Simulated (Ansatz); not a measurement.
# Squeezing and shearing glassy 77P2O5-23MgO (mol %) (76 atoms)

How stiff is glassy 77P2O5-23MgO (mol %) (76 atoms), and how do its levels respond to strain?

Program: Ansatz 0.2.0. Level of theory: Kohn-Sham DFT, revPBE, PAW (set soft_2), plane waves. Results are calculated unless marked as measured.

**1. The starting structure**

The cell holds 76 atoms: 20 P, 3 Mg and 53 O. Its edges and angles: a = 10.092 Å, b = 10.092 Å, c = 10.092 Å, α = 90.0°, β = 90.0°, γ = 90.0°. 76 atoms (20 P, 3 Mg, 53 O) placed at random at 2.41 g/cm³, melted at 4000 K for 10 ps at fixed volume with the Morse and Coulomb pair potential with partial charges (Pedone, Malavasi, Menziani, Cormack and Segre, J. Phys. Chem. B 110, 11780 (2006)). Quenched from 4000 K to 300 K at 20 K/ps and fixed volume, held 10 ps at zero pressure.

What the set-up can't give: The quench rate of 20 K/ps far exceeds what a furnace or splat quench reaches, so expect more defects and frozen-in strain than in a real sample. The network of bonds at the start is that of the classical potential that made the cell, and needn't be the one that DFT or experiment would give. Sampling is at Γ alone.

**2. Single point at the start**

The forces at the start show how far the geometry lies from a minimum of this functional.

Contents of input.yaml:

```yaml
crystal:
  lattice:
    - [10.09236, 0.0, 0.0]
    - [0.0, 10.09236, 0.0]
    - [0.0, 0.0, 10.09236]
  atoms:
    - { symbol: P, position: [0.64445, 0.56644, 0.49217] }
    - { symbol: P, position: [0.93307, 0.81103, 0.0499] }
    - { symbol: P, position: [0.3265, 0.83695, 0.72431] }
    - { symbol: P, position: [0.4236, 0.58271, 0.10016] }
    - { symbol: P, position: [0.05034, 0.0284, 0.38534] }
    - { symbol: P, position: [0.46118, 0.89813, 0.16242] }
    - { symbol: P, position: [0.75136, 0.12203, 0.72937] }
    - { symbol: P, position: [0.5679, 0.67153, 0.7656] }
    - { symbol: P, position: [0.9947, 0.64711, 0.30182] }
    - { symbol: P, position: [0.67094, 0.84961, 0.38398] }
    - { symbol: P, position: [0.50458, 0.02394, 0.57158] }
    - { symbol: P, position: [0.2803, 0.63952, 0.35869] }
    - { symbol: P, position: [0.56553, 0.32543, 0.18997] }
    - { symbol: P, position: [0.56569, 0.10265, 0.96601] }
    - { symbol: P, position: [0.3365, 0.16588, 0.34284] }
    - { symbol: P, position: [0.16371, 0.21566, 0.07699] }
    - { symbol: P, position: [0.20872, 0.92438, 0.99103] }
    - { symbol: P, position: [0.98488, 0.93153, 0.65812] }
    - { symbol: P, position: [0.95591, 0.66059, 0.79164] }
    - { symbol: P, position: [0.22685, 0.39388, 0.53396] }
    - { symbol: Mg, position: [0.91003, 0.31256, 0.26022] }
    - { symbol: Mg, position: [0.89114, 0.40642, 0.61383] }
    - { symbol: Mg, position: [0.2365, 0.46111, 0.83712] }
    - { symbol: O, position: [0.84258, 0.92625, 0.05076] }
    - { symbol: O, position: [0.57992, 0.9186, 0.49014] }
    - { symbol: O, position: [0.85102, 0.01187, 0.68734] }
    - { symbol: O, position: [0.93093, 0.67571, 0.4318] }
    - { symbol: O, position: [0.58292, 0.87296, 0.2599] }
    - { symbol: O, position: [0.60301, 0.60852, 0.63215] }
    - { symbol: O, position: [0.24712, 0.53172, 0.463] }
    - { symbol: O, position: [0.25359, 0.20675, 0.20196] }
    - { symbol: O, position: [0.08369, 0.58709, 0.81461] }
    - { symbol: O, position: [0.08099, 0.01082, 0.754] }
    - { symbol: O, position: [0.8625, 0.56879, 0.7309] }
    - { symbol: O, position: [0.62178, 0.09324, 0.6461] }
    - { symbol: O, position: [0.46194, 0.25649, 0.27485] }
    - { symbol: O, position: [0.96095, 0.79545, 0.71561] }
    - { symbol: O, position: [0.33418, 0.57366, 0.22903] }
    - { symbol: O, position: [0.63997, 0.80573, 0.76963] }
    - { symbol: O, position: [0.79595, 0.92121, 0.37734] }
    - { symbol: O, position: [0.97548, 0.1573, 0.38574] }
    - { symbol: O, position: [0.40351, 0.94958, 0.65577] }
    - { symbol: O, position: [0.27804, 0.87515, 0.86493] }
    - { symbol: O, position: [0.51483, 0.52185, 0.4251] }
    - { symbol: O, position: [0.31438, 0.87867, 0.09612] }
    - { symbol: O, position: [0.68296, 0.10954, 0.8708] }
    - { symbol: O, position: [0.02419, 0.23715, 0.10976] }
    - { symbol: O, position: [0.48196, 0.72292, 0.11636] }
    - { symbol: O, position: [0.07925, 0.84802, 0.01053] }
    - { symbol: O, position: [0.18776, 0.07129, 0.01358] }
    - { symbol: O, position: [0.21008, 0.79973, 0.64044] }
    - { symbol: O, position: [0.08083, 0.38828, 0.55751] }
    - { symbol: O, position: [0.93343, 0.71722, 0.17809] }
    - { symbol: O, position: [0.74175, 0.45662, 0.49182] }
    - { symbol: O, position: [0.99286, 0.50006, 0.2788] }
    - { symbol: O, position: [0.40064, 0.01709, 0.2496] }
    - { symbol: O, position: [0.70414, 0.32799, 0.23431] }
    - { symbol: O, position: [0.51444, 0.46147, 0.13598] }
    - { symbol: O, position: [0.45079, 0.10824, 0.87764] }
    - { symbol: O, position: [0.21679, 0.3205, 0.98321] }
    - { symbol: O, position: [0.81032, 0.25309, 0.70337] }
    - { symbol: O, position: [0.57513, 0.58813, 0.88429] }
    - { symbol: O, position: [0.29905, 0.39245, 0.6626] }
    - { symbol: O, position: [0.42672, 0.72666, 0.74238] }
    - { symbol: O, position: [0.33809, 0.56751, 0.98083] }
    - { symbol: O, position: [0.53346, 0.97558, 0.04845] }
    - { symbol: O, position: [0.04565, 0.94306, 0.26642] }
    - { symbol: O, position: [0.02578, 0.95754, 0.52032] }
    - { symbol: O, position: [0.14257, 0.68385, 0.31304] }
    - { symbol: O, position: [0.27387, 0.29052, 0.43368] }
    - { symbol: O, position: [0.89685, 0.71514, 0.9329] }
    - { symbol: O, position: [0.35828, 0.7595, 0.38975] }
    - { symbol: O, position: [0.67144, 0.6976, 0.42015] }
    - { symbol: O, position: [0.56565, 0.22184, 0.0715] }
    - { symbol: O, position: [0.20395, 0.06928, 0.39021] }
    - { symbol: O, position: [0.43566, 0.12253, 0.4758] }
kpoints:
  mp_grid: { grid: [1, 1, 1] }
hamiltonian:
  xc: revpbe
scf:
  occupations: { method: fixed }
output:
  forces: true
```

Launch:

```sh
$ ansatz run input.yaml --threads 4 --pin off --max-ram 8192MiB --backend cpu --events-out ev --progress --plain --runs-dir out
```

Numbers of over 12 decimals in the logs are rounded to 6 here.

The log of the run:

```text
[...]
Pseudopotentials: kind: paw
Pseudopotential: P, paw, valence charge 5, recommended cutoff 420 eV (normal), P.paw.azcp
Pseudopotential: Mg, paw, valence charge 10, recommended cutoff 420 eV (normal), Mg.paw.azcp
Pseudopotential: O, paw, valence charge 6, recommended cutoff 420 eV (normal), O.paw.azcp
[... 5 lines on functional and potentials left out ...]
Crystal: 76 atoms, lattice volume = 1027.965 Å³
Basis set: ecut = 420 eV, 20005 PW (Γ), exchange–correlation on 144×144×144 points (8 copies of the dense FFT grid, shifted against one another)
Bands: 300, of which v1, the nominal top of the filled ones, is band 224 counted from 1 (223 counted from 0)
Symmetry: 1 space group operations
Space group: P1 (ITA 1), of the structure as read, at distance tolerance 1.0e-4 Å
k-points: 1
[... 10 lines on functional and potentials left out ...]
Initial density: superposition of atomic densities (neutral atoms: chi_scale 0, normalization atom), corrected by the library's trained network
Initial wavefunctions: pseudopotential atomic-orbital guess
[...]
SCF iter   1: F=—  HF=-51088.092958 eV  |F-HF|=—  |Δ(HF+E_count)|=         —  Δρ=6.73e-3  dr2=6.68e-1  ethr=1.77e-3  ⟨swp⟩=8.0  Hψ=1112  notcnv=0  defer=74
preconditioner: auto → Resta (q_TF=auto, 2.376 Å⁻¹)  ε∞=3.0  [insulator: Δε(μ)=1.827 eV  Ē_g=16.832 eV  n_scr=250 (ndim 8)  ℏωp=23.8 eV  f_vac=0.209  ε∞_Penn≈3.0]
SCF iter   2: F=—  HF=-51087.944940 eV  |F-HF|=—  |Δ(HF+E_count)|=   1.48e-1  Δρ=3.57e-3  dr2=1.26e-1  ethr=1.49e-4  ⟨swp⟩=3.0  Hψ=486  notcnv=0  defer=74
SCF iter   3: F=—  HF=-51087.924822 eV  |F-HF|=—  |Δ(HF+E_count)|=   2.01e-2  Δρ=1.46e-3  dr2=3.62e-2  ethr=2.82e-5  ⟨swp⟩=3.0  Hψ=409  notcnv=0  defer=65
automatic band count: iteration 3 solves 291 bands in place of 300: the levels show a gap, and the empty bands left out lie too high to hold charge; the band table lists the bands solved (type scf.n_extra_bands for more)
SCF iter   4: F=—  HF=-51087.917034 eV  |F-HF|=—  |Δ(HF+E_count)|=   7.79e-3  Δρ=6.29e-4  dr2=4.16e-3  ethr=8.07e-6  ⟨swp⟩=3.0  Hψ=410  notcnv=0  defer=65
SCF iter   5: F=—  HF=-51087.916743 eV  |F-HF|=—  |Δ(HF+E_count)|=   2.91e-4  Δρ=2.99e-4  dr2=8.92e-4  ethr=9.29e-7  ⟨swp⟩=3.0  Hψ=559  notcnv=0  defer=65
[...]
SCF iter   9: F=—  HF=-51087.918369 eV  |F-HF|=—  |Δ(HF+E_count)|=   1.39e-6  Δρ=7.20e-6  dr2=4.51e-7  ethr=3.95e-10  ⟨swp⟩=3.0  Hψ=497  notcnv=0  defer=64
SCF iter  10: F=-51087.918369 eV  HF=-51087.918369 eV  |F-HF|=1.91e-8  |Δ(HF+E_count)|=   2.62e-8  Δρ=2.84e-6  dr2=7.30e-8  ethr=2.23e-11  ⟨swp⟩=4.0  Hψ=1241  notcnv=0
SCF 1 converged in 10 iterations: F = -51087.918369 eV  dr2 = 7.30e-8
[...]
SCF converged after 10 iterations
Free energy (F): -51087.918369 eV
Harris-Foulkes:  -51087.918369 eV  (|F-HF|=1.91e-8)
Internal energy: -51087.918369 eV  (E = F + TS)
E sigma→0 (E₀):  -51087.918369 eV
Fermi energy:    4.068124 eV
--- Per-component energies (eV) ---
[...]
Σ components = -51087.918369   (vs F -51087.918369, Δ=0.00e0)
--- Forces (eV/Å), atoms counted from 1 ---
  atom   1  P     -5.95730484    -4.00607739    -2.23640142
  atom   2  P     -3.02647982     1.11459357     1.14244579
  atom   3  P     -4.24514860    -3.13477543    -3.16686948
  atom   4  P     -2.45371153     1.47152174     0.05349083
[...]
atom  76  O      1.11127051    -0.50248860     1.70518752
  max |Σ_I F_I| component: 8.75e-5 eV/Å
```

It took 7.3 s on 4 threads of Intel Xeon Platinum 8375C at 2.90GHz (Ice Lake), shared host; peak memory 1.2 GiB; 23 s of CPU time.

The r.m.s. force at the start is 1.7 eV/Å.

**3. Cell and atoms relaxed**

The cell is relaxed with the atoms, since the starting lattice needn't suit this functional.

Contents of input.yaml:

```yaml
crystal:
  lattice:
    - [10.09236, 0.0, 0.0]
    - [0.0, 10.09236, 0.0]
    - [0.0, 0.0, 10.09236]
  atoms:
    [... the 76 atom lines of step 2 ...]
kpoints:
  mp_grid: { grid: [1, 1, 1] }
hamiltonian:
  xc: revpbe
scf:
  occupations: { method: fixed }
output:
  forces: true
relax:
  f_tol: 0.05
  max_steps: 150
  cell: {}
```

The log of the run:

```text
[...]
Crystal: 76 atoms, lattice volume = 1027.965 Å³
Basis set: ecut = 420 eV, 20005 PW (Γ), exchange–correlation on 144×144×144 points (8 copies of the dense FFT grid, shifted against one another)
Bands: 300, of which v1, the nominal top of the filled ones, is band 224 counted from 1 (223 counted from 0)
Symmetry: 1 space group operations
[...]
k-points: 1
[...]
SCF iter   1: F=—  HF=-51088.092960 eV  |F-HF|=—  |Δ(HF+E_count)|=         —  Δρ=6.73e-3  dr2=6.68e-1  ethr=1.77e-3  ⟨swp⟩=8.0  Hψ=1112  notcnv=0  defer=74
[...]
SCF iter  10: F=-51087.918369 eV  HF=-51087.918369 eV  |F-HF|=1.92e-8  |Δ(HF+E_count)|=   2.64e-8  Δρ=2.85e-6  dr2=7.30e-8  ethr=2.23e-11  ⟨swp⟩=4.0  Hψ=1241  notcnv=0
SCF 1 converged in 10 iterations: F = -51087.918369 eV  dr2 = 7.30e-8
[...]
relax step   1: F+E_penalty+E_count = -51087.91836915 eV  Δ(F+E_penalty+E_count) = +0.000e0 eV  max|allowed force component| = 7.263e0 eV/Å  Δτ_max = 0.0000 Å  P = +4.534 GPa  Ω = 1027.965 Å³  (10 SCF iters, dr2 threshold 1.00e-7 eV, accepted)
[... from here on, the SCF cycles and remarks between the steps are left out ...]
relax step   2: F+E_penalty+E_count = -51092.62894421 eV  Δ(F+E_penalty+E_count) = -4.711e0 eV  max|allowed force component| = 5.227e0 eV/Å  Δτ_max = 0.1943 Å  P = +2.181 GPa  Ω = 1032.056 Å³  energy of the carried Pulay correction = -1.452e-2 eV  (8 SCF iters, dr2 threshold 7.60e-6 eV, accepted)
relax step   3: F+E_penalty+E_count = -51096.71408435 eV  Δ(F+E_penalty+E_count) = -4.085e0 eV  max|allowed force component| = 1.959e0 eV/Å  Δτ_max = 0.1964 Å  P = +0.370 GPa  Ω = 1028.567 Å³  energy of the carried Pulay correction = -2.141e-3 eV  (9 SCF iters, dr2 threshold 7.60e-6 eV, accepted)
relax step   4: F+E_penalty+E_count = -51098.29490465 eV  Δ(F+E_penalty+E_count) = -1.581e0 eV  max|allowed force component| = 8.047e-1 eV/Å  Δτ_max = 0.2000 Å  P = +0.431 GPa  Ω = 1014.723 Å³  energy of the carried Pulay correction = +4.739e-2 eV  (8 SCF iters, dr2 threshold 7.60e-6 eV, accepted)
relax step   5: F+E_penalty+E_count = -51098.76987441 eV  Δ(F+E_penalty+E_count) = -4.750e-1 eV  max|allowed force component| = 6.341e-1 eV/Å  Δτ_max = 0.1970 Å  P = -1.025 GPa  Ω = 1016.028 Å³  energy of the carried Pulay correction = +4.269e-2 eV  (8 SCF iters, dr2 threshold 7.60e-6 eV, accepted)
relax step   6: F+E_penalty+E_count = -51099.19575796 eV  Δ(F+E_penalty+E_count) = -4.259e-1 eV  max|allowed force component| = 7.032e-1 eV/Å  Δτ_max = 0.2000 Å  P = +0.693 GPa  Ω = 999.601 Å³  energy of the carried Pulay correction = +1.023e-1 eV  (8 SCF iters, dr2 threshold 7.60e-6 eV, accepted)
relax step   7: F+E_penalty+E_count = -51099.31054482 eV  Δ(F+E_penalty+E_count) = -1.148e-1 eV  max|allowed force component| = 4.038e-1 eV/Å  Δτ_max = 0.0730 Å  P = +0.024 GPa  Ω = 1003.678 Å³  energy of the carried Pulay correction = +8.739e-2 eV  (7 SCF iters, dr2 threshold 7.60e-6 eV, accepted)
relax step   8: F+E_penalty+E_count = -51099.37690857 eV  Δ(F+E_penalty+E_count) = -6.636e-2 eV  max|allowed force component| = 3.281e-1 eV/Å  Δτ_max = 0.0545 Å  P = -0.163 GPa  Ω = 1005.057 Å³  energy of the carried Pulay correction = +8.237e-2 eV  (7 SCF iters, dr2 threshold 7.60e-6 eV, accepted)
relax step   9: F+E_penalty+E_count = -51099.45915326 eV  Δ(F+E_penalty+E_count) = -8.224e-2 eV  max|allowed force component| = 3.924e-1 eV/Å  Δτ_max = 0.1188 Å  P = -0.518 GPa  Ω = 1002.069 Å³  energy of the carried Pulay correction = +9.325e-2 eV  (7 SCF iters, dr2 threshold 6.73e-6 eV, accepted)
relax step  10: F+E_penalty+E_count = -51099.43122497 eV  Δ(F+E_penalty+E_count) = +2.793e-2 eV  max|allowed force component| = 1.097e0 eV/Å  Δτ_max = 0.2000 Å  P = +0.472 GPa  Ω = 994.864 Å³  energy of the carried Pulay correction = +1.196e-1 eV  (8 SCF iters, dr2 threshold 7.60e-6 eV, rejected (line search))
relax step  11: F+E_penalty+E_count = -51099.60022895 eV  Δ(F+E_penalty+E_count) = -1.411e-1 eV  max|allowed force component| = 1.559e-1 eV/Å  Δτ_max = 0.1000 Å  P = -0.117 GPa  Ω = 1000.325 Å³  energy of the carried Pulay correction = +9.961e-2 eV  (12 SCF iters, accepted)
relax step  12: F+E_penalty+E_count = -51099.65460457 eV  Δ(F+E_penalty+E_count) = -5.438e-2 eV  max|allowed force component| = 2.881e-1 eV/Å  Δτ_max = 0.1000 Å  P = +0.071 GPa  Ω = 996.906 Å³  energy of the carried Pulay correction = +1.121e-1 eV  (8 SCF iters, dr2 threshold 1.52e-6 eV, accepted)
relax step  13: F+E_penalty+E_count = -51099.68051228 eV  Δ(F+E_penalty+E_count) = -2.591e-2 eV  max|allowed force component| = 2.924e-1 eV/Å  Δτ_max = 0.0975 Å  P = -0.062 GPa  Ω = 996.146 Å³  energy of the carried Pulay correction = +1.149e-1 eV  (7 SCF iters, dr2 threshold 5.19e-6 eV, accepted)
relax step  14: F+E_penalty+E_count = -51099.71054444 eV  Δ(F+E_penalty+E_count) = -3.003e-2 eV  max|allowed force component| = 4.256e-1 eV/Å  Δτ_max = 0.1067 Å  P = +0.028 GPa  Ω = 995.535 Å³  energy of the carried Pulay correction = +1.172e-1 eV  (7 SCF iters, dr2 threshold 5.35e-6 eV, accepted)
[...]
relax step  60: F+E_penalty+E_count = -51102.07266956 eV  Δ(F+E_penalty+E_count) = +3.904e-3 eV  max|allowed force component| = 1.092e-1 eV/Å  Δτ_max = 0.0476 Å  P = -0.049 GPa  Ω = 1076.568 Å³  energy of the carried Pulay correction = -2.108e-1 eV  (7 SCF iters, dr2 threshold 9.79e-7 eV, accepted)
relax step  61: F+E_penalty+E_count = -51102.07823401 eV  Δ(F+E_penalty+E_count) = -5.564e-3 eV  max|allowed force component| = 7.702e-2 eV/Å  Δτ_max = 0.0145 Å  P = +0.022 GPa  Ω = 1075.860 Å³  energy of the carried Pulay correction = -2.073e-1 eV  (6 SCF iters, dr2 threshold 7.45e-7 eV, accepted)
relax step  62: F+E_penalty+E_count = -51102.07927158 eV  Δ(F+E_penalty+E_count) = -1.038e-3 eV  max|allowed force component| = 5.826e-2 eV/Å  Δτ_max = 0.0152 Å  P = +0.016 GPa  Ω = 1075.592 Å³  energy of the carried Pulay correction = -2.059e-1 eV  (6 SCF iters, dr2 threshold 3.71e-7 eV, rejected (line search))
relax step  63: F+E_penalty+E_count = -51102.07982694 eV  Δ(F+E_penalty+E_count) = -1.593e-3 eV  max|allowed force component| = 3.123e-2 eV/Å  Δτ_max = 0.0074 Å  P = +0.004 GPa  Ω = 1075.733 Å³  energy of the carried Pulay correction = -2.066e-1 eV  (9 SCF iters, accepted)
relax step  64: F+E_penalty+E_count = -51102.37221387 eV  Δ(F+E_penalty+E_count) = -2.924e-1 eV  max|allowed force component| = 3.088e-2 eV/Å  Δτ_max = 0.0000 Å  P = +0.168 GPa  Ω = 1075.733 Å³  stress off target by 5.40e-1 GPa  SCF on the basis re-selected at this cell (its energy is not comparable with the rows above)  (8 SCF iters)
relax step  65: F+E_penalty+E_count = -51102.36753690 eV  Δ(F+E_penalty+E_count) = +4.677e-3 eV  max|allowed force component| = 2.468e-1 eV/Å  Δτ_max = 0.1000 Å  P = +0.001 GPa  Ω = 1080.781 Å³  energy of the carried Pulay correction = -1.652e-2 eV  (8 SCF iters, dr2 threshold 7.30e-7 eV, accepted)
relax step  66: F+E_penalty+E_count = -51102.37414909 eV  Δ(F+E_penalty+E_count) = -6.612e-3 eV  max|allowed force component| = 7.917e-2 eV/Å  Δτ_max = 0.0403 Å  P = -0.051 GPa  Ω = 1082.505 Å³  energy of the carried Pulay correction = -2.268e-2 eV  (6 SCF iters, dr2 threshold 3.81e-6 eV, accepted)
relax step  67: F+E_penalty+E_count = -51102.37614618 eV  Δ(F+E_penalty+E_count) = -1.997e-3 eV  max|allowed force component| = 4.249e-2 eV/Å  Δτ_max = 0.0149 Å  P = -0.003 GPa  Ω = 1082.483 Å³  energy of the carried Pulay correction = -2.264e-2 eV  (7 SCF iters, dr2 threshold 3.92e-7 eV, accepted)
relax step  68: F+E_penalty+E_count = -51102.37590276 eV  Δ(F+E_penalty+E_count) = +2.434e-4 eV  max|allowed force component| = 3.471e-2 eV/Å  Δτ_max = 0.0120 Å  P = +0.025 GPa  Ω = 1083.001 Å³  energy of the carried Pulay correction = -2.442e-2 eV  (10 SCF iters, accepted)
relax step  69: F+E_penalty+E_count = -51102.37332885 eV  Δ(F+E_penalty+E_count) = +2.574e-3 eV  max|allowed force component| = 2.776e-2 eV/Å  Δτ_max = 0.0115 Å  P = +0.004 GPa  Ω = 1084.017 Å³  energy of the carried Pulay correction = -2.798e-2 eV  (10 SCF iters, accepted)
relax step  70: F+E_penalty+E_count = -51102.40541911 eV  Δ(F+E_penalty+E_count) = -3.209e-2 eV  max|allowed force component| = 2.782e-2 eV/Å  Δτ_max = 0.0000 Å  P = +0.024 GPa  Ω = 1084.017 Å³  stress off target by 1.18e-1 GPa  SCF on the basis re-selected at this cell (its energy is not comparable with the rows above)  (7 SCF iters)
relax step  71: F+E_penalty+E_count = -51102.40161558 eV  Δ(F+E_penalty+E_count) = +3.804e-3 eV  max|allowed force component| = 2.660e-2 eV/Å  Δτ_max = 0.0282 Å  P = +0.004 GPa  Ω = 1086.008 Å³  energy of the carried Pulay correction = -6.629e-3 eV  (9 SCF iters, dr2 threshold 3.51e-8 eV, accepted)
relax step  72: F+E_penalty+E_count = -51102.40767655 eV  Δ(F+E_penalty+E_count) = -6.061e-3 eV  max|allowed force component| = 2.662e-2 eV/Å  Δτ_max = 0.0000 Å  P = +0.007 GPa  Ω = 1086.008 Å³  stress off target by 2.48e-2 GPa  SCF on the basis re-selected at this cell (its energy is not comparable with the rows above)  (6 SCF iters)
[...]
SCF converged after 6 iterations
Free energy (F): -51102.407677 eV
[...]
Internal energy: -51102.407677 eV  (E = F + TS)
E sigma→0 (E₀):  -51102.407677 eV
Fermi energy:    2.338260 eV
[...]
--- Forces (eV/Å), atoms counted from 1 ---
  atom   1  P     -0.01242692     0.00363390    -0.00380222
  atom   2  P     -0.00945694     0.00245993     0.00991525
  atom   3  P     -0.01189314    -0.00210593    -0.00222002
  atom   4  P      0.00723118     0.00694274     0.00593284
  atom   5  P      0.00039801     0.00518781    -0.00493784
  atom   6  P      0.00389753     0.00143891    -0.02006005
  atom   7  P     -0.00423316    -0.01253431    -0.01077355
  atom   8  P     -0.02347175    -0.01565342    -0.02456028
  atom   9  P      0.00243211    -0.01004900     0.00069158
  atom  10  P      0.00261563     0.00206578     0.00702731
  atom  11  P     -0.00284699     0.00230006     0.01598153
  atom  12  P     -0.00317274     0.01264129     0.02081384
  atom  13  P     -0.00464509    -0.00173070     0.00776210
  atom  14  P      0.01131461     0.00073255     0.00927445
[...]
atom  75  O      0.00005397     0.00109343    -0.00219007
  atom  76  O      0.00202659     0.00067559     0.00407263
  max |Σ_I F_I| component: 2.78e-5 eV/Å
--- Stress (GPa, compression-positive) ---
        0.011964       0.016582      -0.000541
        0.016582       0.002920       0.004033
       -0.000540       0.004031       0.005554
  P = ⅓ Tr σ = 0.0068 GPa (0.068 kbar)
--- Relaxed structure (68 steps of the walk, 61 accepted, 4 SCFs on fresh bases) ---
  F+E_penalty+E_count = -51102.40767655 eV   max|allowed force component| = 2.662e-2 eV/Å   (the final SCF, on the basis selected at the relaxed cell)
  cell:  # Å, volume = 1086.0081 Å³
    - [11.260499, 0.435938, 0.701133]
    - [0.435938, 9.394225, 0.329093]
    - [0.701133, 0.329093, 10.338168]
  atoms:
    - { symbol: P, position: [0.651191, 0.557737, 0.488357] }
    - { symbol: P, position: [0.988021, 0.802642, 0.037844] }
    - { symbol: P, position: [0.358565, 0.885180, 0.720603] }
    - { symbol: P, position: [0.437495, 0.584130, 0.099971] }
[...]
- { symbol: O, position: [0.481829, 0.160036, 0.519680] }
```

The job ended after 5.8 min (4 threads; peak memory 1.2 GiB).

The relaxation converged after 68 steps, with a largest force component of 0.027 eV/Å.

[end of part 1 of 3]

[Logs are printed without paths, hosts, clocks, repeated set-up lines and the standing remarks that a program may print on its own settings, such as how far it seeks lower states.]

[Hosts, paths, dates, database ids (printed as entryN), source tags and the programs' standing remarks are cut or masked in the printed files.]
